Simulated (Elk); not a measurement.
# Dielectric function and optical constants of Zr3Ag, part 2 of 2

Aim: the dielectric function of Zr3Ag, and the optical constants that follow from it.

Elk 11.2.3 (patched build); DFT, LDA, all-electron APW+lo, Dirac cores, scalar-relativistic bands, independent-particle optical response without local fields.

So far. Step 2 (Ground state): There are states at the Fermi level within the smearing, so the occupations stay smeared and the carriers get a Drude term.

### 3. Independent particles (continued)

Sum at mesh points, not converged in k. The Im ε by photon energy; read off at these points:

| photon energy (eV) | E ∥ x | E ∥ z |
| --- | --- | --- |
| 1 | 49.9 | 37.0 |
| 2 | 23.5 | 22.1 |
| 3 | 11.8 | 10.6 |
| 4 | 9.58 | 11.3 |
| 5 | 6.58 | 7.71 |
| 6 | 5.07 | 5.91 |
| 7 | 3.48 | 3.39 |
| 8 | 4.73 | 4.59 |
| 9 | 2.96 | 2.72 |
| 10 | 1.36 | 1.45 |
| 11 | 1.31 | 1.31 |
| 12 | 1.16 | 1.21 |
| 13 | 0.953 | 0.888 |
| 14 | 1.07 | 1.06 |
| 15 | 0.957 | 0.855 |
| 16 | 0.693 | 0.674 |
| 17 | 0.716 | 0.695 |
| 18 | 0.564 | 0.513 |
| 19 | 0.566 | 0.523 |
| 20 | 0.403 | 0.436 |
| 21 | 0.376 | 0.329 |
| 22 | 0.299 | 0.344 |
| 23 | 0.349 | 0.363 |
| 24 | 0.257 | 0.294 |
| 25 | 0.310 | 0.303 |
| 26 | 0.800 | 0.670 |
| 27 | 1.66 | 1.81 |
| 28 | 1.30 | 1.36 |
| 29 | 1.77 | 1.97 |

Values under 1 per cm are given as 1; sum at mesh points, not converged in k. The absorption coefficient by photon energy:

| photon energy (eV) | E ∥ x (1/cm) | E ∥ z (1/cm) |
| --- | --- | --- |
| 0.97 | 6.1e5 | 4.6e5 |
| 2.02 | 8.9e5 | 8.0e5 |
| 3.00 | 9.2e5 | 7.8e5 |
| 3.98 | 1.1e6 | 1.0e6 |
| 5.03 | 1.1e6 | 1.2e6 |
| 6.00 | 1.2e6 | 1.3e6 |
| 6.97 | 1.1e6 | 1.1e6 |
| 8.03 | 1.5e6 | 1.4e6 |
| 9.00 | 1.6e6 | 1.6e6 |
| 9.97 | 1.3e6 | 1.4e6 |
| 11.03 | 1.2e6 | 1.2e6 |
| 12.00 | 1.1e6 | 1.2e6 |
| 12.97 | 1.1e6 | 9.5e5 |
| 14.03 | 9.6e5 | 9.8e5 |
| 15.00 | 1.0e6 | 1.0e6 |
| 15.97 | 8.2e5 | 8.2e5 |
| 17.02 | 8.9e5 | 8.2e5 |
| 18.00 | 6.8e5 | 6.3e5 |
| 18.98 | 7.2e5 | 6.4e5 |
| 20.02 | 5.2e5 | 5.3e5 |
| 21.00 | 4.7e5 | 4.0e5 |
| 21.98 | 3.7e5 | 4.1e5 |
| 23.02 | 4.1e5 | 4.1e5 |
| 24.00 | 2.9e5 | 3.3e5 |
| 24.98 | 3.2e5 | 3.3e5 |
| 26.02 | 7.4e5 | 6.3e5 |
| 27.00 | 1.7e6 | 1.8e6 |
| 27.98 | 1.6e6 | 1.6e6 |
| 29.02 | 2.0e6 | 2.1e6 |

Sum at mesh points, not converged in k. Reflectivity at normal incidence against photon energy; read off at these points:

| photon energy (eV) | E ∥ x (%) | E ∥ z (%) |
| --- | --- | --- |
| 1.0 | 73.9 | 65.0 |
| 2.0 | 67.1 | 62.6 |
| 3.0 | 56.1 | 48.0 |
| 4.0 | 52.3 | 48.0 |
| 5.0 | 46.4 | 45.4 |
| 6.0 | 45.2 | 44.9 |
| 7.0 | 35.5 | 35.0 |
| 8.0 | 39.9 | 34.8 |
| 9.0 | 47.1 | 52.5 |
| 9.6 | 55.0 | 53.1 |
| 10.0 | 48.6 | 47.8 |
| 11.0 | 35.3 | 34.5 |
| 12.0 | 25.2 | 28.7 |
| 13.0 | 25.0 | 21.4 |
| 14.0 | 13.2 | 14.5 |
| 15.0 | 16.1 | 17.3 |
| 16.0 | 11.2 | 11.8 |
| 17.0 | 11.9 | 9.50 |
| 18.0 | 6.29 | 5.94 |
| 19.0 | 6.04 | 4.62 |
| 20.0 | 3.56 | 2.85 |
| 21.0 | 2.09 | 1.53 |
| 22.0 | 0.908 | 0.918 |
| 23.0 | 0.751 | 0.782 |
| 24.0 | 0.456 | 0.562 |
| 25.0 | 1.33 | 1.11 |
| 26.0 | 4.79 | 4.09 |
| 27.0 | 8.42 | 9.32 |
| 28.0 | 6.67 | 6.96 |
| 29.0 | 9.39 | 10.4 |

The loss function −Im 1/ε at q → 0 has structure finer than the step of the table below, so its rows give means over 0.5 eV, whole bins alone (the curve runs from 0.3 to 29.9 eV). Peaks (eV: height): E ∥ x 13.43: 1.32, 15.82: 1.39, 17.18: 1.40, 27.82: 0.483; E ∥ z 13.35: 1.18, 16.05: 1.37, 17.48: 1.39, 27.68: 0.448.

Sum at mesh points, not converged in k. Loss function −Im 1/ε at q → 0 against energy loss; means over each step:

| energy loss (eV) | E ∥ x | E ∥ z |
| --- | --- | --- |
| 1.0 | 0.0176 | 0.0246 |
| 1.5 | 0.0279 | 0.0291 |
| 2.0 | 0.0349 | 0.0406 |
| 2.5 | 0.0522 | 0.0610 |
| 3.0 | 0.0709 | 0.0831 |
| 3.5 | 0.0825 | 0.0952 |
| 4.0 | 0.0902 | 0.0911 |
| 4.5 | 0.109 | 0.107 |
| 5.0 | 0.131 | 0.118 |
| 5.5 | 0.142 | 0.132 |
| 6.0 | 0.157 | 0.144 |
| 6.5 | 0.188 | 0.170 |
| 7.0 | 0.245 | 0.257 |
| 7.5 | 0.219 | 0.248 |
| 8.0 | 0.189 | 0.207 |
| 8.5 | 0.198 | 0.177 |
| 9.0 | 0.212 | 0.191 |
| 9.5 | 0.222 | 0.233 |
| 10.0 | 0.340 | 0.339 |
| 10.5 | 0.472 | 0.463 |
| 11.0 | 0.567 | 0.568 |
| 11.5 | 0.709 | 0.645 |
| 12.0 | 0.794 | 0.722 |
| 12.5 | 0.856 | 0.894 |
| 13.0 | 0.995 | 1.11 |
| 13.5 | 1.22 | 1.12 |
| 14.0 | 0.943 | 0.947 |
| 14.5 | 0.948 | 1.04 |
| 15.0 | 1.03 | 1.18 |
| 15.5 | 1.19 | 1.32 |
| 16.0 | 1.29 | 1.33 |
| 16.5 | 1.14 | 1.15 |
| 17.0 | 1.30 | 1.21 |
| 17.5 | 1.34 | 1.34 |
| 18.0 | 1.14 | 1.16 |
| 18.5 | 1.04 | 1.01 |
| 19.0 | 1.09 | 0.953 |
| 19.5 | 1.02 | 0.897 |
| 20.0 | 0.872 | 0.739 |
| 20.5 | 0.677 | 0.712 |
| 21.0 | 0.623 | 0.542 |
| 21.5 | 0.511 | 0.454 |
| 22.0 | 0.397 | 0.383 |
| 22.5 | 0.334 | 0.320 |
| 23.0 | 0.326 | 0.323 |
| 23.5 | 0.265 | 0.300 |
| 24.0 | 0.193 | 0.216 |
| 24.5 | 0.152 | 0.176 |
| 25.0 | 0.135 | 0.149 |
| 25.5 | 0.123 | 0.122 |
| 26.0 | 0.160 | 0.147 |
| 26.5 | 0.247 | 0.214 |
| 27.0 | 0.337 | 0.315 |
| 27.5 | 0.425 | 0.419 |
| 28.0 | 0.452 | 0.430 |
| 28.5 | 0.407 | 0.376 |
| 29.0 | 0.360 | 0.325 |
| 29.5 | 0.367 | 0.361 |

Optical constants at common wavelengths, from n + ik = √ε:

| wavelength (nm) | n x | k x | R (%) x | 1/α x | n z | k z | R (%) z | 1/α z |
| --- | --- | --- | --- | --- | --- | --- | --- | --- |
| 633 | 2.79 | 4.441 | 67.3 | 11 nm | 2.86 | 3.973 | 62.7 | 13 nm |
| 532 | 2.31 | 3.778 | 63.4 | 11 nm | 2.26 | 3.524 | 60.7 | 12 nm |
| 450 | 2.09 | 3.235 | 58.3 | 11 nm | 2.11 | 2.994 | 54.7 | 12 nm |
| 365 | 2.04 | 2.778 | 51.9 | 10 nm | 2.03 | 2.596 | 49.0 | 11 nm |
| 308 | 1.76 | 2.674 | 52.3 | 9.2 nm | 2.15 | 2.594 | 48.4 | 9.4 nm |
| 248 | 1.49 | 2.216 | 46.4 | 8.9 nm | 1.70 | 2.273 | 45.4 | 8.7 nm |
| 193 | 1.15 | 1.892 | 43.8 | 8.1 nm | 1.08 | 2.030 | 48.8 | 7.6 nm |

A polished face would reflect 63 % of daylight and look light grey (CIE x = 0.324, y = 0.341 under D65).

### 4. Summary of results

```yaml
drude_plasma_energy_first_axis: 4.33 eV
centre_of_weight_of_the_strongest_loss_peak_in_the_window_first_axis: 16.3 eV
```

In words: At this level (LDA, independent particles) Zr3Ag is a metal with a Drude plasma energy of 4.3 eV along x and 4.7 eV along z. The mesh is too coarse to trust the carriers' weight, the reflectivity or the colour to better than tens of per cent. Along x the bare Drude plasma energy is 4.3 eV; Re ε first rises through zero at 13.41 eV, higher, since interband strength adds to the carriers'. A polished face would reflect 63 % of daylight and look light grey (CIE x = 0.324, y = 0.341 under D65). The carriers' damping of 0.2 eV is typed, not computed; at 0.8 eV the carriers give 10 % of Im ε along the first axis; the rest comes from the sum over bands, which at low energy also holds close bands and the noise of the mesh. The sum runs over mesh points 0.26 Å⁻¹ apart with no interpolation, so peaks are partly noise of the mesh, and the Drude plasma energy, a sum over the Fermi surface, isn't converged. Besides steps told in other documents, this task had 2 runs with a known fault of program or setting; those not told in a step above aren't shown.

[Machine, clock and banner lines and Python warnings are left out of the logs.]

[Logs are printed without paths, hosts, clocks, repeated set-up lines and the standing remarks that a program may print on its own settings, such as how far it seeks lower states.]

[Hosts, paths, dates, database ids (printed as entryN), source tags and the programs' standing remarks are cut or masked in the printed files.]
